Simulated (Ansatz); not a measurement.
## H6PbCNCl3 (Pm): spin-orbit coupling beyond the local functionals

Wanted: gaps of H6PbCNCl3 (Pm) with and without spin-orbit coupling, with cost.

Calculated with Ansatz 0.2.0; density functionals with and without spin-orbit coupling, plane waves, PAW.

### Step 1. The structure

Symmetry: Pm, No. 6, monoclinic system. Conventional cell: a = 5.753 Å, b = 5.765 Å, c = 5.855 Å, α = 90.00°, β = 90.03°, γ = 90.00°. H has 1 C at 1.09 Å nearest. Nearest to H lie 1 N at 1.04 Å. H has 1 N at 1.04 Å nearest. Nearest to Pb lie 6 Cl at 2.88 to 2.99 Å. Nearest to C lie 3 H at 1.09 Å and 1 N at 1.49 Å. Farther neighbours and most contacts between anions are not listed.

The cell and positions are those that the Materials Project relaxed with its own functionals (PBE, PBE+U or r2SCAN), kept fixed. Spin-orbit coupling is left out unless a step names it. The default PAW set here is soft_2. Its files were made with PBE.

### Step 2. HSE06, 2×2×2 mesh

This step: DFT, HSE06, plane waves, PAW.

input.yaml reads:

```yaml
crystal:
  lattice:
    - [5.752832, 0.0, 0.0]
    - [0.0, 5.764671, 0.0]
    - [-0.002604, 0.0, 5.855201]
  atoms:
    - { symbol: H, position: [0.879476, 0.5, 0.790423] }
    - { symbol: H, position: [0.813252, 0.344072, 0.047387] }
    - { symbol: H, position: [0.813252, 0.655928, 0.047387] }
    - { symbol: H, position: [0.229661, 0.354316, 0.978538] }
    - { symbol: H, position: [0.229661, 0.645684, 0.978538] }
    - { symbol: H, position: [0.170957, 0.5, 0.216412] }
    - { symbol: Pb, position: [0.473988, 0.0, 0.483874] }
    - { symbol: C, position: [0.894268, 0.5, 0.976848] }
    - { symbol: "N", position: [0.144932, 0.5, 0.040731] }
    - { symbol: Cl, position: [0.427891, 0.0, 0.975558] }
    - { symbol: Cl, position: [0.429192, 0.5, 0.520036] }
    - { symbol: Cl, position: [0.971826, 0.0, 0.43966] }
kpoints:
  mp_grid: { grid: [2, 2, 2] }
  band_path:
    path:
      - [0.0, 0.0, 0.0]
      - [0.0, 0.5, 0.0]
      - [0.0, 0.5, 0.5]
      - [0.0, 0.0, 0.5]
      - [-0.5, 0.0, 0.5]
      - [-0.5, 0.5, 0.5]
      - [-0.5, 0.5, 0.0]
      - [-0.5, 0.0, 0.0]
      - [-0.5, 0.45, 0.5]
    npoints: 1
hamiltonian:
  xc: hse06
scf:
  occupations: { method: fixed }
  n_extra_bands: 8
output:
  eigenvalues: true
  write_density: true
  write_potential: true
  elf: true
  volumetric_format: npy
```

Launch:

```bash
ansatz run input.yaml --threads 4 --pin off --max-ram 18432MiB --backend cpu --events-out ev --progress --plain --runs-dir out
```

Numbers of over 12 decimals in the logs are rounded to 6 here.

Log:

```text
scf.n_extra_bands = 8 over 25 filled bands (N_el = 50.0): the run solves 33 bands
exact exchange: scf.exx.singularity resolves to wigner_seitz, which cuts the screened interaction at the faces of the exchange supercell's Wigner-Seitz cell, so that each pair interacts once, at the shortest of its separations (the periodic images that this leaves out come, for a point-like exchange hole, to about 0.001 eV on a filled level). The cut falls within the interaction's reach, and what an exchange supercel [...]
Engine: ansatz 0.2.0, aarch64-unknown-linux-gnu
Pseudopotentials: kind: paw
Pseudopotential: H, paw, valence charge 1, recommended cutoff 420 eV (normal), H.paw.azcp
Pseudopotential: Pb, paw, valence charge 14, recommended cutoff 420 eV (normal), Pb.paw.azcp
Pseudopotential: C, paw, valence charge 4, recommended cutoff 420 eV (normal), C.paw.azcp
Pseudopotential: N, paw, valence charge 5, recommended cutoff 420 eV (normal), N.paw.azcp
Pseudopotential: Cl, paw, valence charge 7, recommended cutoff 420 eV (normal), Cl.paw.azcp
Functional definition: HSE06
  parameter a = 0.25
  parameter omega = 0.11/bohr
  exchange = pbe_x - a*pbe_x_sr(omega) + a*exact_x_sr(omega)
  correlation = pbe_c
davidson cushion auto → on  (no smearing: the cushion is to keep the highest requested band from converging to the state above it; pin scf.eigensolver.cushion to override)
Crystal: 12 atoms, lattice volume = 194.177 Å³
Basis set: ecut = 420 eV, 3807 PW (Γ)
Bands: 33, of which v1, the nominal top of the filled ones, is band 25 counted from 1 (24 counted from 0)
Symmetry: 2 space group operations
Space group: Pm (ITA 6), of the structure as read, at distance tolerance 5.8e-5 Å
k-points: 8
Non-local potential: H, projectors of the file, l = 0: 2, l = 1: 1
Non-local potential: Pb, projectors of the file, l = 0: 2, l = 1: 2, l = 2: 2, l = 3: 2
Non-local potential: C, projectors of the file, l = 0: 2, l = 1: 2, l = 2: 1
Non-local potential: N, projectors of the file, l = 0: 2, l = 1: 2, l = 2: 1
Non-local potential: Cl, projectors of the file, l = 0: 2, l = 1: 2, l = 2: 2
PAW form: soft (Blöchl's): semilocal exchange-correlation on the pseudo side does not see the compensation charge
PAW frozen core: Pb, regenerated for the run's functional, and the local potential with it (the file was generated under x = pbe(κ = 0.804, μ = 0.219515), c = pbe(β = 0.066725))
PAW frozen core: C, regenerated for the run's functional, and the local potential with it (the file was generated under x = pbe(κ = 0.804, μ = 0.219515), c = pbe(β = 0.066725))
PAW frozen core: N, regenerated for the run's functional, and the local potential with it (the file was generated under x = pbe(κ = 0.804, μ = 0.219515), c = pbe(β = 0.066725))
[...]
Exchange kernel: α = 0.2500, screened, ω = 0.2079 Å⁻¹, Wigner–Seitz truncation, v(0) = 967.4084 eV·Å³, q-mesh 2×2×2, nearest image of the exchange supercell L = 11.51 Å, pair-density grid 30×30×30, without the augmentation charges, whose exchange is taken in its separable form by FFT convolution over the k-point mesh (sized by the pseudopotential files, 40×40×40 at the most), smooth part of the exact exchange by density-matrix convolution
Frozen-core exchange: fock
SCF iter   1: F=—  HF=-15887.918444 eV  |F-HF|=—  |Δ(HF+E_count)|=         —  Δρ=2.48e-5  dr2=8.36e-7  ethr=4.01e-7  ⟨swp⟩=4.4  Hψ=637  notcnv=0
preconditioner: auto → none  [insulator: Δε(μ)=3.371 eV  Ē_g=15.754 eV  n_scr=28 (ndim 8)  ℏωp=18.5 eV  f_vac=0.121]
SCF iter   2: F=—  HF=-15887.918444 eV  |F-HF|=—  |Δ(HF+E_count)|=   5.34e-7  Δρ=1.07e-5  dr2=2.09e-7  ethr=1.55e-9  ⟨swp⟩=6.0  Hψ=985  notcnv=0  defer=1
iter 3 solved again at ethr=2.16e-11 eV; its pass at ethr=3.80e-10 eV (dr2=1.08e-8 eV) is discarded
SCF iter   3: F=-15887.918444 eV  HF=-15887.918444 eV  |F-HF|=3.99e-9  |Δ(HF+E_count)|=   4.32e-8  Δρ=4.64e-6  dr2=1.36e-8  ethr=2.16e-11  ⟨swp⟩=3.4  Hψ=1315  notcnv=0
SCF 3 converged in 3 iterations: F = -15887.918444 eV  dr2 = 1.36e-8
hybrid outer 2: dexx = +4.865e-7 eV, tail = 3.58e-8 eV, Δε = 3.21e-3 eV (about 1.30e-4 eV left of the loop's levels)
the search or the solves at the SCF's close seem to have found levels that the self-consistency loop had missed (the run counts 2). By its estimate they hold under 1e-12 electrons; where the run keeps them, the occupations were computed again with them
NSCF: frozen V_eff on 9 k-points
hybrid SCF converged: 2 outer / 8 inner (+3 warm-up), last move |dexx| = 4.86e-7 eV, tail = 3.58e-8 eV
Stability not checked: this state was not tested for a lower state beside it, because the functional holds exact exchange (a hybrid, or Hartree-Fock), whose exchange loop this test does not read (fock_operator; see scf.lower_state_search)
Free energy (F): -15887.918444 eV
Frozen-core exchange: fock
Harris-Foulkes:  -15887.918444 eV  (|F-HF|=3.99e-9)
Internal energy: -15887.918444 eV  (E = F + TS)
E sigma→0 (E₀):  -15887.918444 eV
Fermi energy:    1.152506 eV
--- Per-component energies (eV) ---
  E_band       = -413.732649
  E_kinetic    = 1073.483631
  E_local      = -3123.627473  (includes V_loc(G=0)·N_el)
  E_nonlocal   = 516.634301
  E_hartree    = 1124.834706
  E_xc         = -564.396739
  E_vxc        = -561.171900  (∫ρ·V_xc dr)
  E_exx        = -111.098536  (= α·E_x^exact, valence–valence)
  E_paw        = -12645.428436  (= ΣΔE_a)
  E_vpaw       = -346.516407  (= ΣTr[D̂ρ^β])
  E_aug_tail   = -0.007332  (compensation charges beyond the density's cutoff)
  E_ewald      = -2158.270663
  E_core_change = -0.041903  (= ΣΔE_core)
  E_smearing   = -0.000000  (= −TS)
  E_closure    = -0.000000  (closes the sum)
  Σ components = -15887.918444   (vs F -15887.918444, Δ=0.00e0)
--- Band table (eV; the first three rows and the last of 8) ---
  k-point 0: bands = [... 21 lower, -1.0729, -0.9322, -0.5879, -0.5594, 6.6051, 7.6087, 7.7917, 8.2372, ... 4 higher]
  k-point 1: bands = [... 21 lower, -0.8916, -0.8511, -0.6026, -0.3170, 5.2448, 7.4927, 7.6914, 8.0444, ... 4 higher]
  k-point 2: bands = [... 21 lower, -0.9473, -0.7681, -0.5878, -0.2552, 5.3829, 7.2371, 7.8549, 8.0599, ... 4 higher]
  k-point 7: bands = [... 21 lower, -0.9119, -0.4214, -0.4072, 1.1525, 4.5237, 4.5505, 4.7794, 8.0780, ... 4 higher]
```

The job ended after 47 s (4 threads of Arm Neoverse V1, shared host; peak memory 1.9 GiB; 2.8 min of CPU time).

The column dr2 measures how far the density is from self-consistency, as an energy; F and HF (Harris–Foulkes) agree once it is small.

Numbers from this step:

```
gap                     : 3.363 eV
valence top at          : E
conduction bottom at    : k = (-0.500, 0.450, 0.500)
least direct gap        : 3.371 eV
exact-exchange fraction : 0.25
```

The gap is indirect, with the least direct gap 0.009 eV higher.

### Step 3. HSE06+SOC, 2×2×2 mesh

The many-body steps leave out spin-orbit coupling, so its effect is taken from a two-component run, with twice the bands.

This step: DFT, HSE06 with spin-orbit coupling, plane waves, PAW.

input.yaml, as its differences from that of step 2:

```diff
@@ -36,3 +36,6 @@
   occupations: { method: fixed }
-  n_extra_bands: 8
+  n_extra_bands: 16
+magnetization:
+  noncollinear: true
+  spin_orbit: true
 output:
```

Log:

```text
[...]
non-collinear run that drives no moment, with spin-orbit: no starting moment large enough to seed its density (crystal.atoms[].spin), no starting occupations that ask for one, no magnetisation constraint and no magnetic field, so the semilocal B_xc is pinned to zero
Crystal: 12 atoms, lattice volume = 194.177 Å³
Basis set: ecut = 420 eV, 3807 PW (Γ)
Bands: 66, of which v1, the nominal top of the filled ones, is band 50 counted from 1 (49 counted from 0)
Symmetry: 2 space group operations + 2 with time reversal
[...]
k-points: 8
Projection manifold: j_resolved (fully-relativistic pseudo-atomic orbitals)
[...]
SCF iter   1: F=—  HF=-15922.921226 eV  |F-HF|=—  |Δ(HF+E_count)|=         —  Δρ=6.76e-2  dr2=8.39e0  dr2_m=0.00e0 (ungated)  ethr=1.00e-1  |M|=0.00e0 ∫|m|=0.00e0 μB  |m|>n=0.0e0 m-floor=0.0e0 τ_xc=0.0e0  β_m=0.30  ⟨swp⟩=5.1  Hψ=1974  notcnv=0
[...]
SCF iter   6: F=-15920.480979 eV  HF=-15920.480976 eV  |F-HF|=3.51e-6  |Δ(HF+E_count)|=   2.91e-5  Δρ=2.11e-4  dr2=5.01e-5  dr2_m=0.00e0 (ungated)  ethr=1.26e-6  |M|=0.00e0 ∫|m|=0.00e0 μB  |m|>n=0.0e0 m-floor=0.0e0 τ_xc=0.0e0  ⟨swp⟩=4.0  Hψ=1490  notcnv=0
SCF 1 stopped early in 6 iterations: F = -15920.480979 eV  dr2 = 5.01e-5
[...]
Projection manifold: j_resolved (fully-relativistic pseudo-atomic orbitals)
[...]
Frozen-core exchange: fock
SCF iter   1: F=—  HF=-15898.129257 eV  |F-HF|=—  |Δ(HF+E_count)|=         —  Δρ=4.56e-3  dr2=3.32e-2  dr2_m=0.00e0 (ungated)  ethr=1.00e-6  |M|=0.00e0 ∫|m|=0.00e0 μB  |m|>n=0.0e0 m-floor=0.0e0 τ_xc=0.0e0  β_m=0.30  ⟨swp⟩=10.0  Hψ=3044  notcnv=0
[...]
SCF iter   6: F=-15898.127492 eV  HF=-15898.127494 eV  |F-HF|=2.04e-6  |Δ(HF+E_count)|=   1.09e-4  Δρ=5.86e-5  dr2=4.94e-6  dr2_m=0.00e0 (ungated)  ethr=7.77e-9  |M|=0.00e0 ∫|m|=0.00e0 μB  |m|>n=0.0e0 m-floor=0.0e0 τ_xc=0.0e0  ⟨swp⟩=6.9  Hψ=2201  notcnv=0  defer=4
SCF 2 stopped early in 6 iterations: F = -15898.127492 eV  dr2 = 4.94e-6
hybrid outer 1: dexx = +1.160e-2 eV, tail = 3.43e-5 eV
Projection manifold: j_resolved (fully-relativistic pseudo-atomic orbitals)
[...]
Frozen-core exchange: fock
SCF iter   1: F=—  HF=-15898.127406 eV  |F-HF|=—  |Δ(HF+E_count)|=         —  Δρ=2.50e-5  dr2=1.32e-6  dr2_m=0.00e0 (ungated)  ethr=3.43e-7  |M|=0.00e0 ∫|m|=0.00e0 μB  |m|>n=0.0e0 m-floor=0.0e0 τ_xc=0.0e0  β_m=0.30  ⟨swp⟩=4.8  Hψ=1329  notcnv=0
[...]
SCF iter   3: F=-15898.127406 eV  HF=-15898.127406 eV  |F-HF|=6.42e-10  |Δ(HF+E_count)|=   1.49e-8  Δρ=4.14e-6  dr2=5.26e-8  dr2_m=0.00e0 (ungated)  ethr=1.82e-10  |M|=0.00e0 ∫|m|=0.00e0 μB  |m|>n=0.0e0 m-floor=0.0e0 τ_xc=0.0e0  ⟨swp⟩=3.2  Hψ=1368  notcnv=0
SCF 3 converged in 3 iterations: F = -15898.127406 eV  dr2 = 5.26e-8
[...]
NSCF: frozen V_eff on 9 k-points
[...]
Magnetization: |M| = 0.0000 μB,  M = (+0.0000, +0.0000, +0.0000) μB
Absolute magnetization: 0.0000 μB (∫|m|)
  site 0: m = (+0.0000, +0.0000, +0.0000) μB, |m| = 0.0000 μB  (R = 0.45 Å)
  site 1: m = (+0.0000, +0.0000, +0.0000) μB, |m| = 0.0000 μB  (R = 0.45 Å)
  site 2: m = (+0.0000, +0.0000, +0.0000) μB, |m| = 0.0000 μB  (R = 0.45 Å)
  site 3: m = (+0.0000, +0.0000, +0.0000) μB, |m| = 0.0000 μB  (R = 0.43 Å)
  site 4: m = (+0.0000, +0.0000, +0.0000) μB, |m| = 0.0000 μB  (R = 0.43 Å)
  site 5: m = (+0.0000, +0.0000, +0.0000) μB, |m| = 0.0000 μB  (R = 0.43 Å)
  site 6: m = (+0.0000, +0.0000, +0.0000) μB, |m| = 0.0000 μB  (R = 1.19 Å)
  site 7: m = (+0.0000, +0.0000, +0.0000) μB, |m| = 0.0000 μB  (R = 0.45 Å)
  site 8: m = (+0.0000, +0.0000, +0.0000) μB, |m| = 0.0000 μB  (R = 0.43 Å)
  site 9: m = (+0.0000, +0.0000, +0.0000) μB, |m| = 0.0000 μB  (R = 0.96 Å)
  site 10: m = (+0.0000, +0.0000, +0.0000) μB, |m| = 0.0000 μB  (R = 0.96 Å)
  site 11: m = (+0.0000, +0.0000, +0.0000) μB, |m| = 0.0000 μB  (R = 1.19 Å)
Free energy (F): -15898.127406 eV
Frozen-core exchange: fock
[...]
Internal energy: -15898.127406 eV  (E = F + TS)
E sigma→0 (E₀):  -15898.127406 eV
Fermi energy:    1.168833 eV
[...]
--- Band table (eV; the first three rows and the last of 8) ---
  k-point 0: bands = [... 46 lower, -0.6227, -0.6227, -0.5512, -0.5512, 6.5120, 6.5120, 6.7067, 6.7067, ... 12 higher]
  k-point 1: bands = [... 46 lower, -0.6129, -0.6129, -0.3072, -0.3072, 4.8446, 4.8446, 7.2692, 7.2692, ... 12 higher]
  k-point 2: bands = [... 46 lower, -0.5975, -0.5975, -0.2412, -0.2412, 4.9342, 4.9342, 7.1341, 7.1341, ... 12 higher]
  k-point 7: bands = [... 46 lower, -0.4018, -0.4018, 1.1688, 1.1688, 3.3362, 3.3362, 5.0137, 5.0137, ... 12 higher]
```

The job ended after 4.6 min (4 threads; peak memory 5.9 GiB; 15 min of CPU time).

This step gave:

```yaml
gap: 2.117 eV
valence_top_at: E
conduction_bottom_at: k = (-0.500, 0.450, 0.500)
least_direct_gap: 2.131 eV
exact_exchange_fraction: 0.25
```

The gap stands −1.25 eV against HSE06.

### Step 4. Together

Times are wall times on 4 threads of Arm Neoverse V1, shared host, good to a factor of about two.

| level | gap (eV) | with coupling (eV) | change (eV) | time | with coupling |
| --- | --- | --- | --- | --- | --- |
| HSE06 | 3.36 | 2.12 | −1.25 | 47 s | 4.6 min |

### Step 5. Outcome

| Item | Value |
| --- | --- |
| HSE06 | 3.36 eV |
| HSE06+SOC | 2.12 eV |

**Reading.** Spin-orbit coupling changes the gap by −1.25 eV and the least direct gap by −1.24 eV.

[Paths, hosts, dates, memory and timing lines, banners, echoed tables and standing remarks are left out of the program output.]

[Logs are printed without paths, hosts, clocks, repeated set-up lines and the standing remarks that a program may print on its own settings, such as how far it seeks lower states.]

[Runs of the session that timed out or met a known fault of the program may be left out.]

[Cells called generated may have been cut or substituted from an entry of the Crystallography Open Database or the Materials Project.]

[Hosts, paths, dates, database ids (printed as entryN), source tags and the programs' standing remarks are cut or masked in the printed files.]
